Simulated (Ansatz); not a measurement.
# Cl on Mg(0001): change of the work function

How does Cl on the fcc site change the work function of Mg(0001) as the layer fills?

Method: plane-wave DFT, PBE, Ansatz PAW, in Ansatz 0.2.0.

### Step 1. Starting point

The cell holds 4 atoms: 4 Mg. Its edges and angles: a = 3.210 Å, b = 3.210 Å, c = 25.820 Å, α = 90.0°, β = 90.0°, γ = 60.0°. Vacuum lies along c.

### Step 2. The clean slab

The bare slab comes first, as the zero from which every change is counted. The two lowest layers are held at bulk places and the upper ones relax. The dipole correction removes the false field that a one-sided slab makes across the periodic vacuum, so each face gets a flat vacuum level of its own.

File input.yaml:

```yaml
crystal:
  lattice:
    - [3.21, 0.0, 0.0]
    - [1.605, 2.7799415461, 0.0]
    - [0.0, 0.0, 25.81956]
  atoms:
    - { symbol: Mg, position: [0.6666666667, 0.6666666667, 0.3485729424] }
    - { symbol: Mg, position: [0.0, 0.0, 0.4495243141] }
    - { symbol: Mg, position: [0.6666666667, 0.6666666667, 0.5504756859] }
    - { symbol: Mg, position: [0.0, 0.0, 0.6514270576] }
kpoints:
  mp_grid: { grid: [12, 12, 1] }
hamiltonian:
  xc: pbe
scf:
  occupations: { method: fermi_dirac, width: 0.1 }
  convergence: { dr2_threshold: 1.0e-08 }
efield:
  axis: 3
  dipole_correction: true
  ramp_position: 0.97
  ramp_width: 0.06
relax:
  f_tol: 0.02
  max_steps: 60
  constraints: [{ sites: [0, 1] }]
output:
  write_potential: true
  write_density: true
  volumetric_format: npy
```

Command:

```
ansatz run input.yaml --threads 2 --pin off --max-ram 3072MiB --backend cpu --events-out ev --progress --plain --runs-dir out
```

Numbers of over 12 decimals in the logs are rounded to 6 here.

The log of the run:

```text
Engine: ansatz 0.2.0, aarch64-unknown-linux-gnu
Pseudopotentials: kind: paw
Pseudopotential: Mg, paw, valence charge 10, recommended cutoff 420 eV (normal), Mg.paw.azcp
Functional definition: PBE
  parameter kappa = 0.804
  parameter beta = 0.066725
  exchange = pbe_x(kappa = kappa, mu = beta*pi^2/3)
  correlation = pbe_c(beta = beta)
Crystal: 4 atoms, lattice volume = 230.404 Å³
Basis set: ecut = 420 eV, 4575 PW (Γ), exchange–correlation on 48×48×360 points (8 copies of the dense FFT grid, shifted against one another)
Bands: 24, of which v1, the nominal top of the filled ones, is band 20 counted from 1 (19 counted from 0)
Symmetry: 6 space group operations
k-points: 19 of 144 (time reversal used)
Non-local potential: Mg, projectors of the file, l = 0: 3, l = 1: 2, l = 2: 1
PAW form: soft (Blöchl's): semilocal exchange-correlation on the pseudo side does not see the compensation charge
PAW one-centre angular grid: Mg, 110 points (default); XC on 64 Gauss nodes
Initial density: superposition of atomic densities (neutral atoms: chi_scale 0, normalization atom), corrected by the library's trained network
Initial wavefunctions: pseudopotential atomic-orbital guess
Functional: x = pbe(κ = 0.804, μ = 0.219515), c = pbe(β = 0.066725)
SCF iter   1: F=—  HF=-7694.613554 eV  |F-HF|=—  |Δ(HF+E_count)|=         —  Δρ=7.47e-4  dr2=5.39e-3  ethr=1.77e-3  p=0.000 e·Å  D=2.46e-14 V/Å  ΔV_dip=-0.00 eV  dr2_dipole=1.19e-8  V_vac-E_F(+/−)=3.79/3.79 eV  ⟨swp⟩=8.1  Hψ=2477  notcnv=0
efield: sawtooth ramp at fractional position 0.9700 (set: `efield.ramp_position`, or a place that a band, a saddle search or an elastic batch's reference lends), width 0.0600; the density the first Hamiltonian is built on has a dipole p = 0.000 e·Å; the dipole correction subtracts the counter field D = 2.46e-14 V/Å, which shifts the + side's vacuum level by -0.00 eV against the − side's; the planar-averaged density in the ramp window peaks in size at 1.5e-5 e/Å³
preconditioner: auto → LDOS  [metal: Δε(μ)=0.163 eV  Ē_g=4.548 eV  σ=0.100 eV  W_gap=0.39  n_scr=16 (ndim 8)  ℏωp=6.9 eV  f_vac=0.528  D(μ)=2.23/eV (n_scr^D=10)  β→1.0]
SCF iter   2: F=—  HF=-7694.613892 eV  |F-HF|=—  |Δ(HF+E_count)|=   3.38e-4  Δρ=2.82e-4  dr2=3.90e-4  ethr=1.35e-5  p=0.000 e·Å  D=1.21e-5 V/Å  ΔV_dip=-0.00 eV  dr2_dipole=1.36e-8  V_vac-E_F(+/−)=3.82/3.82 eV  ⟨swp⟩=2.1  Hψ=706  notcnv=0
SCF iter   3: F=—  HF=-7694.613926 eV  |F-HF|=—  |Δ(HF+E_count)|=   3.33e-5  Δρ=9.30e-5  dr2=4.23e-5  ethr=9.74e-7  p=-0.000 e·Å  D=-5.84e-8 V/Å  ΔV_dip=0.00 eV  dr2_dipole=1.53e-10  V_vac-E_F(+/−)=3.80/3.80 eV  ⟨swp⟩=2.3  Hψ=617  notcnv=0
SCF iter   4: F=—  HF=-7694.613948 eV  |F-HF|=—  |Δ(HF+E_count)|=   2.23e-5  Δρ=2.68e-5  dr2=4.91e-6  ethr=1.06e-7  p=-0.000 e·Å  D=-1.95e-7 V/Å  ΔV_dip=0.00 eV  dr2_dipole=4.52e-11  V_vac-E_F(+/−)=3.79/3.79 eV  ⟨swp⟩=2.0  Hψ=527  notcnv=0
SCF iter   5: F=—  HF=-7694.613928 eV  |F-HF|=—  |Δ(HF+E_count)|=   1.99e-5  Δρ=6.90e-6  dr2=4.91e-7  ethr=1.23e-8  p=-0.000 e·Å  D=-1.86e-7 V/Å  ΔV_dip=0.00 eV  dr2_dipole=4.79e-11  V_vac-E_F(+/−)=3.79/3.79 eV  ⟨swp⟩=2.1  Hψ=509  notcnv=0
SCF iter   6: F=—  HF=-7694.613928 eV  |F-HF|=—  |Δ(HF+E_count)|=   2.89e-7  Δρ=1.60e-6  dr2=2.03e-8  ethr=1.23e-9  p=-0.000 e·Å  D=-9.73e-8 V/Å  ΔV_dip=0.00 eV  dr2_dipole=1.13e-12  V_vac-E_F(+/−)=3.79/3.79 eV  ⟨swp⟩=2.0  Hψ=530  notcnv=0
SCF iter   7: F=-7694.613928 eV  HF=-7694.613928 eV  |F-HF|=7.69e-10  |Δ(HF+E_count)|=   7.80e-9  Δρ=3.80e-7  dr2=3.40e-10  ethr=2.50e-11  p=-0.000 e·Å  D=-8.33e-9 V/Å  ΔV_dip=0.00 eV  dr2_dipole=6.67e-13  V_vac-E_F(+/−)=3.79/3.79 eV  ⟨swp⟩=8.7  Hψ=2644  notcnv=0
SCF 1 converged in 7 iterations: F = -7694.613928 eV  dr2 = 3.40e-10
  greatest PAW one-centre occupation: 1.000 electrons in one spin orbital (limit 2), on the Mg atom at site 2 (counted from 0), in its partial waves of l = 0
relax step   1: F+E_penalty+E_count = -7694.61392834 eV  Δ(F+E_penalty+E_count) = +0.000e0 eV  max|allowed force component| = 4.415e-2 eV/Å  Δτ_max = 0.0000 Å  (7 SCF iters, accepted)
Initial density: handed on by an earlier stage of this run
Initial wavefunctions: those handed on with the density
iter 1 solved again at ethr=7.55e-6 eV; its pass at ethr=3.10e-3 eV (dr2=3.02e-3 eV) is discarded
SCF iter   1: F=—  HF=-7694.614722 eV  |F-HF|=—  |Δ(HF+E_count)|=         —  Δρ=2.19e-4  dr2=9.85e-4  ethr=7.55e-6  p=-0.000 e·Å  D=-2.46e-8 V/Å  ΔV_dip=0.00 eV  dr2_dipole=5.18e-5  V_vac-E_F(+/−)=3.79/3.79 eV  ⟨swp⟩=2.3  Hψ=1585  notcnv=0
efield: sawtooth ramp at fractional position 0.9700 (set: `efield.ramp_position`, or a place that a band, a saddle search or an elastic batch's reference lends), width 0.0600; the density the first Hamiltonian is built on has a dipole p = -0.000 e·Å; the dipole correction subtracts the counter field D = -2.46e-8 V/Å, which shifts the + side's vacuum level by +0.00 eV against the − side's; the planar-averaged density in the ramp window peaks in size at 3.7e-7 e/Å³
preconditioner: auto → LDOS  [metal: Δε(μ)=0.173 eV  Ē_g=4.535 eV  σ=0.100 eV  W_gap=0.41  n_scr=16 (ndim 8)  ℏωp=6.9 eV  f_vac=0.529  D(μ)=2.24/eV (n_scr^D=10)  β→1.0]
SCF iter   2: F=—  HF=-7694.614661 eV  |F-HF|=—  |Δ(HF+E_count)|=   6.12e-5  Δρ=7.35e-5  dr2=3.77e-5  ethr=2.46e-6  p=-0.000 e·Å  D=-6.75e-5 V/Å  ΔV_dip=0.00 eV  dr2_dipole=1.71e-6  V_vac-E_F(+/−)=3.79/3.79 eV  ⟨swp⟩=2.0  Hψ=503  notcnv=0
SCF iter   3: F=—  HF=-7694.614688 eV  |F-HF|=—  |Δ(HF+E_count)|=   2.78e-5  Δρ=2.08e-5  dr2=3.89e-6  ethr=9.43e-8  p=0.000 e·Å  D=9.60e-5 V/Å  ΔV_dip=-0.00 eV  dr2_dipole=1.74e-10  V_vac-E_F(+/−)=3.79/3.79 eV  ⟨swp⟩=2.0  Hψ=776  notcnv=0
SCF iter   4: F=—  HF=-7694.614664 eV  |F-HF|=—  |Δ(HF+E_count)|=   2.43e-5  Δρ=5.71e-6  dr2=4.02e-7  ethr=9.72e-9  p=0.000 e·Å  D=1.11e-4 V/Å  ΔV_dip=-0.00 eV  dr2_dipole=1.72e-8  V_vac-E_F(+/−)=3.79/3.79 eV  ⟨swp⟩=2.0  Hψ=522  notcnv=0
SCF iter   5: F=-7694.614664 eV  HF=-7694.614664 eV  |F-HF|=2.85e-9  |Δ(HF+E_count)|=   3.01e-8  Δρ=1.43e-6  dr2=7.85e-9  ethr=2.50e-11  p=0.000 e·Å  D=1.31e-4 V/Å  ΔV_dip=-0.00 eV  dr2_dipole=1.10e-9  V_vac-E_F(+/−)=3.79/3.79 eV  ⟨swp⟩=7.8  Hψ=2951  notcnv=0
SCF 2 converged in 5 iterations: F = -7694.614664 eV  dr2 = 7.85e-9
  greatest PAW one-centre occupation: 1.000 electrons in one spin orbital (limit 2), on the Mg atom at site 1 (counted from 0), in its partial waves of l = 0
relax step   2: F+E_penalty+E_count = -7694.61466413 eV  Δ(F+E_penalty+E_count) = -7.358e-4 eV  max|allowed force component| = 1.544e-2 eV/Å  Δτ_max = 0.0287 Å  (5 SCF iters, accepted)
NSCF: frozen V_eff on 19 k-points
the band table was solved once a step of the walk had ended and its energy, with any forces and stress, was formed, with the checks that follow a solve (2497 applications of the Hamiltonian). They found nothing against the state; the energy, forces and stress were not computed again (output.eigenvalues in the input reference)
WARN: The output density's exchange-correlation potential varies sharply where the density is thin. Do not read a vacuum level from v_tot or v_xc, or from such a field of the output density. On a cell that repeats whose density bears no net charge and no dipole along the vacuum's axis use v_es (v_loc + v_h of the components); under efield.dipole_correction with no amplitude use v_es + v_field, which holds any externa [...]
SCF converged after 5 iterations
Free energy (F): -7694.614664 eV
Harris-Foulkes:  -7694.614664 eV  (|F-HF|=2.85e-9)
Internal energy: -7694.543245 eV  (E = F + TS)
E sigma→0 (E₀):  -7694.578954 eV
Entropy (-TS):   -0.071420 eV (-17.855 meV/atom)
Fermi energy:    0.029478 eV
Dipole field:    D = 0.000172 V/Å  (p = 0.000219 e·Å, saw-weighted, corrected)
Work function:   Φ+ = 3.7873 eV   Φ− = 3.7918 eV
Levels:          The Fermi level and band energies are counted from a zero that moves with the ramp; work functions are not
--- Per-component energies (eV) ---
  E_band       = -1655.090316
  E_kinetic    = 297.500953
  E_local      = -32041.579430  (includes V_loc(G=0)·N_el)
  E_nonlocal   = 383.077104
  E_hartree    = 14982.417556
  E_xc         = -112.093321
  E_vxc        = -144.525410  (∫ρ·V_xc dr)
  E_paw        = -1170.697246  (= ΣΔE_a)
  E_vpaw       = -114.398191  (= ΣTr[D̂ρ^β])
  E_aug_tail   = -0.000015  (compensation charges beyond the density's cutoff)
  E_efield     = 0.000000  (sawtooth field / dipole correction)
  E_vefield    = -0.000058  (∫n·V_field dr)
  E_ewald      = 9966.831155
  E_smearing   = -0.071420  (= −TS)
  E_closure    = 0.000000  (closes the sum)
  Σ components = -7694.614664   (vs F -7694.614664, Δ=0.00e0)
--- Forces (eV/Å), atoms counted from 1 ---
  atom   1  Mg    -0.00000000     0.00000000    -0.04352532
  atom   2  Mg     0.00000000    -0.00000000     0.03942642
  atom   3  Mg    -0.00000000     0.00000000    -0.01135304
  atom   4  Mg     0.00000000    -0.00000000     0.01543568
  max |Σ_I F_I| component: 1.63e-5 eV/Å
--- Band table (eV; the first three rows and the last of 19) ---
  k-point 0: bands = [... 16 lower, -6.5118, -5.7358, -4.4563, -2.7079, -0.9499, 1.2324, 2.8336, 3.6962]
  k-point 1: bands = [... 16 lower, -6.3761, -5.6010, -4.3227, -2.5750, -0.8237, 1.3598, 2.9633, 3.8279]
  k-point 2: bands = [... 16 lower, -5.9704, -5.1979, -3.9232, -2.1781, -0.4451, 1.7374, 3.3475, 4.2198]
  k-point 18: bands = [... 16 lower, -0.2640, -0.2571, -0.2503, 0.4095, 0.4203, 0.4303, 1.5893, 2.1911]
--- Relaxed structure (2 steps of the walk, 2 accepted, 0 SCFs on fresh bases) ---
  F+E_penalty+E_count = -7694.61466413 eV   max|allowed force component| = 1.544e-2 eV/Å
  atoms:
    - { symbol: Mg, position: [0.666667, 0.666667, 0.348573] }
    - { symbol: Mg, position: [0.0, 0.0, 0.449524] }
    - { symbol: Mg, position: [0.666667, 0.666667, 0.550673] }
    - { symbol: Mg, position: [0, 0, 0.652538] }
```

Run time: 13 s. Hardware: 2 threads of Arm Neoverse N1, shared host; peak memory 0.41 GiB.

The steps of the relaxation:

```tsv
step	energy less that of the first step (eV)	largest force component (eV/Å)
1	0.0000	0.0442
2	-0.0007	0.0154
```

The run keeps the 6 symmetry operations that it works with, so distortions that break them were not tested.

The atoms that moved most (Å):

```tsv
atom	dx	dy	dz	length
Mg4	0.000	0.000	0.029	0.029
Mg3	0.000	0.000	0.005	0.005
```

The relaxed structure:

```xyz
4
Lattice="3.2100 0.0000 0.0000 1.6050 2.7799 0.0000 0.0000 0.0000 25.8196" Properties=species:S:1:pos:R:3
Mg    3.2100    1.8533    9.0000
Mg    0.0000    0.0000   11.6065
Mg    3.2100    1.8533   14.2181
Mg    0.0000    0.0000   16.8482
```

Numbers from this step:

* energy at zero smearing: -7694.5790 eV
* work function, upper face: 3.787 eV
* dipole along the normal: 2.19e-4 e·Å

Running mean over 2.60652 Å of the planar mean; the ramp of the sawtooth is left out. Electron's electrostatic potential energy less the Fermi level against z:

z (Å), electron's electrostatic potential energy less the Fermi level (eV) and a bar from the least value:
```
        4       3.79 ##############################
        5       3.78 ##############################
        6       3.64 #############################
        7       2.60 #########################
        8      -2.09 #######
        9      -4.02 
       10      -4.04 
       11      -4.01 
       12      -3.99 
       13      -3.98 
       14      -4.00 
       15      -3.95 
       16      -3.97 
       17      -3.95 
       18      -1.31 ##########
       19       2.90 ###########################
       20       3.68 ##############################
       21       3.78 ##############################
       22       3.79 ##############################
```

The relaxation took 2 steps and lowered the energy by 7.4e-4 eV; the largest force on the free atoms ends at 0.015 eV/Å.

The work function of the upper face is 3.79 eV.

[end of part 1 of 3]

[Logs are printed without paths, hosts, clocks, repeated set-up lines and the standing remarks that a program may print on its own settings, such as how far it seeks lower states.]

[Hosts, paths, dates, database ids (printed as entryN), source tags and the programs' standing remarks are cut or masked in the printed files.]

[Maps of the electrostatic potential energy from Ansatz leave out the sawtooth potential of an applied field or a dipole correction, so their vacuum need not be flat; planar profiles and work functions include it.]
